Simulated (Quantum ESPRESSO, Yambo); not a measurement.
# Diamond (Fd-3m, 2 atoms a cell): G0W0 in Yambo against the screening cutoff

How does the gap of Diamond (Fd-3m, 2 atoms a cell) converge in the screening cutoff?

Program: Yambo 5.3.0. Level of theory: PBE and many-body steps on it, plane waves. Results are calculated unless marked as measured.

## 1. Set-up

It takes space group Fd-3m (No. 227, cubic). The conventional cell has a = 3.567 Å, b = 3.567 Å, c = 3.567 Å, α = 90.00°, β = 90.00°, γ = 90.00°. C has 4 C at 1.54 Å nearest.

As a file:

```xyz
2
Lattice="0.0000 1.7834 1.7834 1.7834 0.0000 1.7834 1.7834 1.7834 0.0000" Properties=species:S:1:pos:R:3 pbc="T T T"
C     0.0000    0.0000    0.0000
C     0.8917    0.8917    0.8917
```

The cell and positions come from the Crystallography Open Database and are kept as given unless a step says otherwise.

## 2. 3.25 Ha

This step: Yambo 5.3.0; G0W0 on PBE, plane waves, norm-conserving pseudopotentials.

G0W0 replaces the xc potential by the self-energy, built once from these orbitals. Only a window of levels is corrected, while the sums run over the empty bands that the input names.

File gw7.in:

```
HF_and_locXC
gw0
dyson
ppa
em1d
rim_cut
RandQpts= 1000000
RandGvec= 1 RL
EXXRLvcs= 74 Ry
VXCRLvcs= 296 Ry
Chimod= "HARTREE"
% BndsRnXp
 1 | 37 |
%
NGsBlkXp= 6.5 Ry
% LongDrXp
 1 | 1 | 1 |
%
% GbndRnge
 1 | 37 |
%
DysSolver= "n"
ExtendOut
PPAPntXp= 27.21138 eV
% QPkrange
 1 | 1 | 3 | 6 |
 10 | 10 | 3 | 6 |
%
```

Launch:

```console
OMP_NUM_THREADS=1 mpirun -n 4 yambo -F gw7.in -J gw7 -C gw7 > gw7.log
```

Log:

```text
 Yambo, version 5.3.0

 [02] CORE Variables Setup
 =========================

  [... cell, symmetries and grids as in the set-up ...]

  [02.05] Energies & Occupations
  ==============================

  [X] === General ===
  [X] Electronic Temperature                        :  0.000000  0.000000 [eV K]
  [X] Bosonic    Temperature                        :  0.000000  0.000000 [eV K]
  [X] Finite Temperature mode                       : no
  [X] El. density                                   :  0.70524E+24 [cm-3]
  [X] Fermi Level                                   :  13.35851 [eV]

  [X] === Gaps and Widths ===
  [X] Conduction Band Min                           :  4.207157 [eV]
  [X] Valence Band Max                              :  0.000000 [eV]
  [X] Filled Bands                                  :   4
  [X] Empty Bands                                   :    5  137
  [X] Direct Gap                                    :  5.625541 [eV]
  [X] Direct Gap localized at k                     :  1
  [X] Indirect Gap                                  :  4.207157 [eV]
  [X] Indirect Gap between kpts                     :   1  10
  [X] Last valence band width                       :  7.820920 [eV]
  [X] 1st conduction band width                     :  4.646056 [eV]

 [03] Transferred momenta grid and indexing
 ==========================================

 IBZ Q-points                                      :  16
 BZ  Q-points                                      :  216

 K/Q-points units:
 rlu = crystal or reduced units; cc = cartesian coordinates; iku = interal k-units

 Q [ 1]         [rlu]:  0.000000  0.000000  0.000000
 Q [ 2]         [rlu]:  0.39018E-17  0.39018E-17  0.16667
 Q [ 3]         [rlu]:  0.78036E-17  0.78036E-17  0.33333
 Q [ 4]         [rlu]:  0.84430E-16  0.84430E-16 -0.50000
 Q [ 5]         [rlu]:  0.86948E-19  0.16667      0.16667
 Q [ 6]         [rlu]:  0.39018E-17  0.16667      0.33333
 Q [ 7]         [rlu]: -0.95144E-16  0.16667      0.50000
 Q [ 8]         [rlu]:  0.84430E-16  0.16667     -0.33333
 Q [ 9]         [rlu]: -0.37578E-16  0.16667     -0.16667
 Q [10]         [rlu]:  0.17390E-18  0.33333      0.33333
     [... 4 further rows ...]
 Q [15]         [rlu]:  0.166667  0.333333 -0.333333
 Q [16]         [rlu]:  0.166667 -0.500000 -0.333333

 [04] Coloumb potential Random Integration (RIM)
 ===============================================

  [04.01] RIM initialization
  ==========================

  * Diagonal components only detected *

  8 x (sBL volume)        :  0.120012 [a.u.]
  sBZ random points       :  1000000
  Points outside the sBZ  :   7968281
  RL volume               :  3.240325 [a.u.]
  Integrated volume       :  3.253224 [a.u.]

  [04.02] RIM integrals
  =====================

  Gamma point sphere radius             :  0.089473 [a.u.]
  Points outside the sphere             :   800476
  [Int_sBZ(q=0) 1/q^2]*(Vol_sBZ)^(-1/3) =:  7.776341
                                 should be <:  7.795600

  Summary of Coulomb integrals for non-metallic bands |Q|[au] RIM/Bare

  Q [1] 0.100000E-4 0.997530 * Q [2] 0.269103 1.067779
  Q [5] 0.310734 1.066842 * Q [9] 0.439444 1.030576
  Q [6] 0.515293 1.022482 * Q [3] 0.538206 1.020007
  Q [10] 0.621467 1.016898 * Q [8] 0.677228 1.015050
  Q [14] 0.694822 1.013869 * Q [7] 0.761139 1.011980
  Q [11] 0.807310 1.011262 * Q [4] 0.807310 1.011769
  Q [12] 0.878888 1.010572 * Q [15] 0.919163 1.010060
  Q [13] 0.932201 1.009835 * Q [16] 0.982626 1.009137

 [WARNING] [Xp] User bands 1-37 break level degeneracy

 [05] Dipoles
 ============

  [05.01] Setup: observables and procedures
  =========================================

 [06] Dynamic Dielectric Matrix (PPA)
 ====================================

 [WR./gw7//ndb.pp]---------------------------------------------------------------
  Brillouin Zone Q/K grids (IBZ/BZ)                :   16  216   16  216
  RL vectors                                       :  1211 [WF]
  Coulomb cutoff potential                         : none
  Electronic Temperature                           :  0.000000 [K]
  Bosonic    Temperature                           :  0.000000 [K]
  PPA    diel. fun.  energies                      : Perdew, Burke & Ernzerhof(X)+Perdew, Burke & Ernzerhof(C)
  wavefunctions                                    : Perdew, Burke & Ernzerhof(X)+Perdew, Burke & Ernzerhof(C)
  Global Gauge                                     : length
  X matrix size                                    :  27
  X band range                                     :    1   37
  X e/h energy range                               : -1.000000 -1.000000 [eV]
  X Time ordering                                  : R
  X Hxc Kernel                                     : HARTREE
  X Drude frequency                                :  0.000000  0.000000
  X poles                                          :  100.0000 [o/o]
  RL vectors in the sum                            :  1211
  [r,Vnl] included                                 : yes
  Field direction                                  :  0.577350E-5  0.577350E-5  0.577350E-5
  BZ energy Double Grid                            : no
  BZ energy DbGd points                            : 0
  BZ Q point size factor                           : -1.000000
  X Optical Averaged directions                    : none

 [07] Local Exchange-Correlation + Non-Local Fock
 ================================================

 [VXC] Plane waves :   6615
 [EXS] Plane waves :   893

 QP @ state[ 1 ] K range:  1  1
 QP @ state[ 1 ] b range:   3   6
 QP @ state[ 2 ] K range:  10  10
 QP @ state[ 2 ] b range:   3   6

 [xc] Functional : Perdew, Burke & Ernzerhof(X)+Perdew, Burke & Ernzerhof(C)
 [xc] LIBXC used to calculate xc functional
  PP Number of Atomic Species                      :  1
  NLCC RL compoments                               :   6615
  PP Number of Atomic Species                      :  1
  NLCC RL compoments                               :   6615

 [xc] E_xc :  -3.558879 [Ha]
      E_xc :  -7.117758 [Ry]

  Local XC kind (lXC) : Perdew, Burke & Ernzerhof(X)+Perdew, Burke & Ernzerhof(C)
  Non-Local XC kind (nlXC) : Hartree-Fock

  Corrections @ K [1] :  [eV]
 <3|nlXC|3> = -19.24097  0.55731E-17 <3|lXC|3> = -16.96357  0.18882E-15
 <4|nlXC|4> = -19.24097 -0.77914E-17 <4|lXC|4> = -16.96357 -0.47204E-16
 <5|nlXC|5> = -9.555500 -0.45186E-17 <5|lXC|5> = -15.64322 -0.47204E-16
 <6|nlXC|6> = -9.555684  0.70558E-17 <6|lXC|6> = -15.64322 -0.18882E-15

  Corrections @ K [10] :  [eV]
 <3|nlXC|3> = -20.28400  0.10674E-16 <3|lXC|3> = -16.01136  0.23602E-16
 <4|nlXC|4> = -20.28354 -0.66310E-17 <4|lXC|4> = -16.01136  0.94408E-16
 <5|nlXC|5> = -8.855406  0.23014E-17 <5|lXC|5> = -14.28280 -0.94408E-16
 <6|nlXC|6> = -7.081380  0.15535E-17 <6|lXC|6> = -13.23071 -0.47204E-16

 [08] Dyson equation: Newton solver
 ==================================

  [08.01] G0W0 (W PPA)
  ====================

  [  GW  ] Bands range     :    1   37
  [GW/PPA] G damping       :  0.100000 [eV]

  QP @ state[ 1 ] K range:  1  1
  QP @ state[ 1 ] b range:   3   6
  QP @ state[ 2 ] K range:  10  10
  QP @ state[ 2 ] b range:   3   6

   Sc/G bands                                       :    1   37
   Sc/G damping                                     :  0.100000 ev
   Sc bands terminator                              : no
   Sx RL components                                 :   893

   QP @ state[ 1 ] K range                          :  1  1
   QP @ state[ 1 ] b range                          :   3   6
   QP @ state[ 2 ] K range                          :  10  10
   QP @ state[ 2 ] b range                          :   3   6
   GF energies kind                                 : Perdew, Burke & Ernzerhof(X)+Perdew, Burke & Ernzerhof(C)
   GF WF`s kind                                     : Perdew, Burke & Ernzerhof(X)+Perdew, Burke & Ernzerhof(C)
   Xs energies kind                                 : Perdew, Burke & Ernzerhof(X)+Perdew, Burke & Ernzerhof(C)
   Xs WF`s kind                                     : Perdew, Burke & Ernzerhof(X)+Perdew, Burke & Ernzerhof(C)

 [11] Game Over & Game summary
```

Wall time 8.4 s (4 MPI ranks of Arm Neoverse V1, shared host); peak memory 1 GiB.

Numbers from this step:

- G0W0 gap on the points computed: 5.237 eV
- starting gap on the mesh: 4.207 eV
- k of the valence top: 0, 0, 0
- k of the conduction bottom: 0, 0.3333, 0.3333
- least direct G0W0 gap on the computed points: 7.154 eV
- Z at the valence top: 0.8345
- Z at the conduction bottom: 0.8432

The gap on the mesh goes from 4.21 eV to 5.24 eV, a correction of +1.03 eV.

## 3. 5.25 Ha

gw8.in, as its differences from gw7.in of step 2:

```diff
@@ -14,3 +14,3 @@
 %
-NGsBlkXp= 6.5 Ry
+NGsBlkXp= 10.5 Ry
 % LongDrXp
```

Launch:

```console
OMP_NUM_THREADS=1 mpirun -n 4 yambo -F gw8.in -J gw8 -C gw8 > gw8.log
```

Log:

```text
 Yambo, version 5.3.0

 [02] CORE Variables Setup
 =========================

  [... cell, symmetries and grids as in the set-up ...]

  [02.05] Energies & Occupations
  ==============================

  [X] === General ===
  [X] Electronic Temperature                        :  0.000000  0.000000 [eV K]
  [X] Bosonic    Temperature                        :  0.000000  0.000000 [eV K]
  [X] Finite Temperature mode                       : no
  [X] El. density                                   :  0.70524E+24 [cm-3]
  [X] Fermi Level                                   :  13.35851 [eV]

  [X] === Gaps and Widths ===
  [X] Conduction Band Min                           :  4.207157 [eV]
  [X] Valence Band Max                              :  0.000000 [eV]
  [X] Filled Bands                                  :   4
  [X] Empty Bands                                   :    5  137
  [X] Direct Gap                                    :  5.625541 [eV]
  [X] Direct Gap localized at k                     :  1
  [X] Indirect Gap                                  :  4.207157 [eV]
  [X] Indirect Gap between kpts                     :   1  10
  [X] Last valence band width                       :  7.820920 [eV]
  [X] 1st conduction band width                     :  4.646056 [eV]

 [03] Transferred momenta grid and indexing
 ==========================================

 IBZ Q-points                                      :  16
 BZ  Q-points                                      :  216

 K/Q-points units:
 rlu = crystal or reduced units; cc = cartesian coordinates; iku = interal k-units

 Q [ 1]         [rlu]:  0.000000  0.000000  0.000000
 Q [ 2]         [rlu]:  0.39018E-17  0.39018E-17  0.16667
 Q [ 3]         [rlu]:  0.78036E-17  0.78036E-17  0.33333
[...]
NLCC RL compoments                               :   6615
  PP Number of Atomic Species                      :  1
  NLCC RL compoments                               :   6615

 [xc] E_xc :  -3.558879 [Ha]
      E_xc :  -7.117758 [Ry]

  Local XC kind (lXC) : Perdew, Burke & Ernzerhof(X)+Perdew, Burke & Ernzerhof(C)
  Non-Local XC kind (nlXC) : Hartree-Fock

  Corrections @ K [1] :  [eV]
 <3|nlXC|3> = -19.24097  0.55731E-17 <3|lXC|3> = -16.96357  0.18882E-15
 <4|nlXC|4> = -19.24097 -0.77914E-17 <4|lXC|4> = -16.96357 -0.47204E-16
 <5|nlXC|5> = -9.555500 -0.45186E-17 <5|lXC|5> = -15.64322 -0.47204E-16
[...]
Corrections @ K [10] :  [eV]
[...]
<5|nlXC|5> = -8.855406  0.23014E-17 <5|lXC|5> = -14.28280 -0.94408E-16
 <6|nlXC|6> = -7.081380  0.15535E-17 <6|lXC|6> = -13.23071 -0.47204E-16

 [08] Dyson equation: Newton solver
 ==================================

  [08.01] G0W0 (W PPA)
  ====================

  [  GW  ] Bands range     :    1   37
  [GW/PPA] G damping       :  0.100000 [eV]

  QP @ state[ 1 ] K range:  1  1
  QP @ state[ 1 ] b range:   3   6
  QP @ state[ 2 ] K range:  10  10
  QP @ state[ 2 ] b range:   3   6

   Sc/G bands                                       :    1   37
   Sc/G damping                                     :  0.100000 ev
   Sc bands terminator                              : no
   Sx RL components                                 :   893

   QP @ state[ 1 ] K range                          :  1  1
   QP @ state[ 1 ] b range                          :   3   6
   QP @ state[ 2 ] K range                          :  10  10
   QP @ state[ 2 ] b range                          :   3   6
   GF energies kind                                 : Perdew, Burke & Ernzerhof(X)+Perdew, Burke & Ernzerhof(C)
   GF WF`s kind                                     : Perdew, Burke & Ernzerhof(X)+Perdew, Burke & Ernzerhof(C)
   Xs energies kind                                 : Perdew, Burke & Ernzerhof(X)+Perdew, Burke & Ernzerhof(C)
   Xs WF`s kind                                     : Perdew, Burke & Ernzerhof(X)+Perdew, Burke & Ernzerhof(C)

 [11] Game Over & Game summary
```

Run time: 11 s. Hardware: 4 MPI ranks; peak memory 1 GiB; 38 s of CPU time.

Numbers from this step:

| Property | Result |
| --- | --- |
| G0W0 gap on the points computed | 5.456 eV |
| starting gap on the mesh | 4.207 eV |
| k of the valence top | 0, 0, 0 |
| k of the conduction bottom | 0, 0.3333, 0.3333 |
| least direct G0W0 gap on the computed points | 7.351 eV |
| Z at the valence top | 0.8322 |
| Z at the conduction bottom | 0.8412 |

Against the run before, the gap moves by +0.219 eV.

## 4. 10.5 Ha

gw9.in, as its differences from gw8.in of step 3:

```diff
@@ -14,3 +14,3 @@
 %
-NGsBlkXp= 10.5 Ry
+NGsBlkXp= 21 Ry
 % LongDrXp
```

Launch:

```console
OMP_NUM_THREADS=1 mpirun -n 4 yambo -F gw9.in -J gw9 -C gw9 > gw9.log
```

Log:

```text
 Yambo, version 5.3.0

 [02] CORE Variables Setup
 =========================

  [... cell, symmetries and grids as in the set-up ...]

  [02.05] Energies & Occupations
  ==============================

  [X] === General ===
  [X] Electronic Temperature                        :  0.000000  0.000000 [eV K]
  [X] Bosonic    Temperature                        :  0.000000  0.000000 [eV K]
  [X] Finite Temperature mode                       : no
  [X] El. density                                   :  0.70524E+24 [cm-3]
[...]
QP @ state[ 1 ] b range                          :   3   6
   QP @ state[ 2 ] K range                          :  10  10
   QP @ state[ 2 ] b range                          :   3   6
   GF energies kind                                 : Perdew, Burke & Ernzerhof(X)+Perdew, Burke & Ernzerhof(C)
   GF WF`s kind                                     : Perdew, Burke & Ernzerhof(X)+Perdew, Burke & Ernzerhof(C)
   Xs energies kind                                 : Perdew, Burke & Ernzerhof(X)+Perdew, Burke & Ernzerhof(C)
   Xs WF`s kind                                     : Perdew, Burke & Ernzerhof(X)+Perdew, Burke & Ernzerhof(C)

 [11] Game Over & Game summary
```

The job ended after 31 s (4 MPI ranks; peak memory 1.1 GiB).

Numbers from this step:

```yaml
g0w0_gap_on_the_points_computed: 5.504 eV
starting_gap_on_the_mesh: 4.207 eV
k_of_the_valence_top: 0, 0, 0
k_of_the_conduction_bottom: 0, 0.3333, 0.3333
least_direct_g0w0_gap_on_the_computed_points: 7.408 eV
```

Against the run before, the gap moves by +0.048 eV.

## 5. 13 Ha

gw10.in, as its differences from gw9.in of step 4:

```diff
@@ -14,3 +14,3 @@
 %
-NGsBlkXp= 21 Ry
+NGsBlkXp= 26 Ry
 % LongDrXp
```

Launch:

```console
OMP_NUM_THREADS=1 mpirun -n 4 yambo -F gw10.in -J gw10 -C gw10 > gw10.log
```

Log:

```text
 Yambo, version 5.3.0

 [02] CORE Variables Setup
 =========================

  [... cell, symmetries and grids as in the set-up ...]

  [02.05] Energies & Occupations
  ==============================

  [X] === General ===
  [X] Electronic Temperature                        :  0.000000  0.000000 [eV K]
  [X] Bosonic    Temperature                        :  0.000000  0.000000 [eV K]
  [X] Finite Temperature mode                       : no
  [X] El. density                                   :  0.70524E+24 [cm-3]
[...]
QP @ state[ 1 ] b range                          :   3   6
   QP @ state[ 2 ] K range                          :  10  10
   QP @ state[ 2 ] b range                          :   3   6
   GF energies kind                                 : Perdew, Burke & Ernzerhof(X)+Perdew, Burke & Ernzerhof(C)
   GF WF`s kind                                     : Perdew, Burke & Ernzerhof(X)+Perdew, Burke & Ernzerhof(C)
   Xs energies kind                                 : Perdew, Burke & Ernzerhof(X)+Perdew, Burke & Ernzerhof(C)
   Xs WF`s kind                                     : Perdew, Burke & Ernzerhof(X)+Perdew, Burke & Ernzerhof(C)

 [11] Game Over & Game summary
```

It took 34 s on 4 MPI ranks; peak memory 1 GiB; 2.2 min of CPU time.

This step gave:

```
G0W0 gap on the points computed              : 5.505 eV
starting gap on the mesh                     : 4.207 eV
k of the valence top                         : 0, 0, 0
k of the conduction bottom                   : 0, 0.3333, 0.3333
least direct G0W0 gap on the computed points : 7.408 eV
```

Against the run before, the gap moves by +0.001 eV.

## 6. 16.25 Ha

gw11.in, as its differences from gw10.in of step 5:

```diff
@@ -14,3 +14,3 @@
 %
-NGsBlkXp= 26 Ry
+NGsBlkXp= 32.5 Ry
 % LongDrXp
```

Launch:

```console
OMP_NUM_THREADS=1 mpirun -n 4 yambo -F gw11.in -J gw11 -C gw11 > gw11.log
```

Log:

```text
 Yambo, version 5.3.0

 [02] CORE Variables Setup
 =========================

  [... cell, symmetries and grids as in the set-up ...]

  [02.05] Energies & Occupations
  ==============================

  [X] === General ===
  [X] Electronic Temperature                        :  0.000000  0.000000 [eV K]
  [X] Bosonic    Temperature                        :  0.000000  0.000000 [eV K]
  [X] Finite Temperature mode                       : no
  [X] El. density                                   :  0.70524E+24 [cm-3]
[...]
QP @ state[ 1 ] b range                          :   3   6
   QP @ state[ 2 ] K range                          :  10  10
   QP @ state[ 2 ] b range                          :   3   6
   GF energies kind                                 : Perdew, Burke & Ernzerhof(X)+Perdew, Burke & Ernzerhof(C)
   GF WF`s kind                                     : Perdew, Burke & Ernzerhof(X)+Perdew, Burke & Ernzerhof(C)
   Xs energies kind                                 : Perdew, Burke & Ernzerhof(X)+Perdew, Burke & Ernzerhof(C)
   Xs WF`s kind                                     : Perdew, Burke & Ernzerhof(X)+Perdew, Burke & Ernzerhof(C)

 [11] Game Over & Game summary
```

Elapsed: 75 s, on 4 MPI ranks; peak memory 1.1 GiB; 4.9 min of CPU time.

Numbers from this step:

| Quantity | Value |
| --- | --- |
| G0W0 gap on the points computed | 5.510 eV |
| starting gap on the mesh | 4.207 eV |
| k of the valence top | 0, 0, 0 |
| k of the conduction bottom | 0, 0.3333, 0.3333 |
| least direct G0W0 gap on the computed points | 7.412 eV |

Against the run before, the gap moves by +0.006 eV.

## 7. Side by side

Times are wall times on 4 MPI ranks of Arm Neoverse V1, shared host, good to a factor of about two.

| run | mesh | bands | screening cutoff (eV) | DFT gap (eV) | gap on the mesh (eV) | direct (eV) | time |
| --- | --- | --- | --- | --- | --- | --- | --- |
| 3.25 Ha | 6×6×6 | 37 | 88.4 | 4.207 | 5.237 | 7.154 | 8.4 s |
| 5.25 Ha | 6×6×6 | 37 | 142.9 | 4.207 | 5.456 | 7.351 | 11 s |
| 10.5 Ha | 6×6×6 | 37 | 285.7 | 4.207 | 5.504 | 7.408 | 31 s |
| 13 Ha | 6×6×6 | 37 | 353.7 | 4.207 | 5.505 | 7.408 | 34 s |
| 16.25 Ha | 6×6×6 | 37 | 442.2 | 4.207 | 5.510 | 7.412 | 75 s |

## 8. Summary of results

| Item | Value |
| --- | --- |
| 3.25 Ha | 5.237 eV |
| 5.25 Ha | 5.456 eV |
| 10.5 Ha | 5.504 eV |
| 13 Ha | 5.505 eV |
| 16.25 Ha | 5.510 eV |
| known limits | not at the basis limit; coarse k mesh |

In words: The setting moved: screening cutoff. From 3.25 Ha to 16.25 Ha the gap moves by +0.27 eV, for 8.9 times the time. It holds to 0.03 eV from 10.5 Ha on. Bands and screening cutoff are coupled, so a series along one setting does not show full convergence. Bands and cutoff are finite, so the gap is not at the basis limit. The miss can reach some tenths of an eV and take either sign; the mesh is an error of its own. In the G0W0 runs levels were corrected at 2 k points alone, so a gap called «on the mesh» is the least over those, and an edge elsewhere would be missed. The 6×6×6 mesh is coarse for this cell, which bears on the long-range parts of exchange and screening.

[Paths, hosts, dates, memory and timing lines, banners, echoed tables and standing remarks are left out of the program output.]

[Logs are printed without paths, hosts, clocks, repeated set-up lines and the standing remarks that a program may print on its own settings, such as how far it seeks lower states.]

[Runs of the session that timed out or met a known fault of the program may be left out.]

[Hosts, paths, dates, database ids (printed as entryN), source tags and the programs' standing remarks are cut or masked in the printed files.]
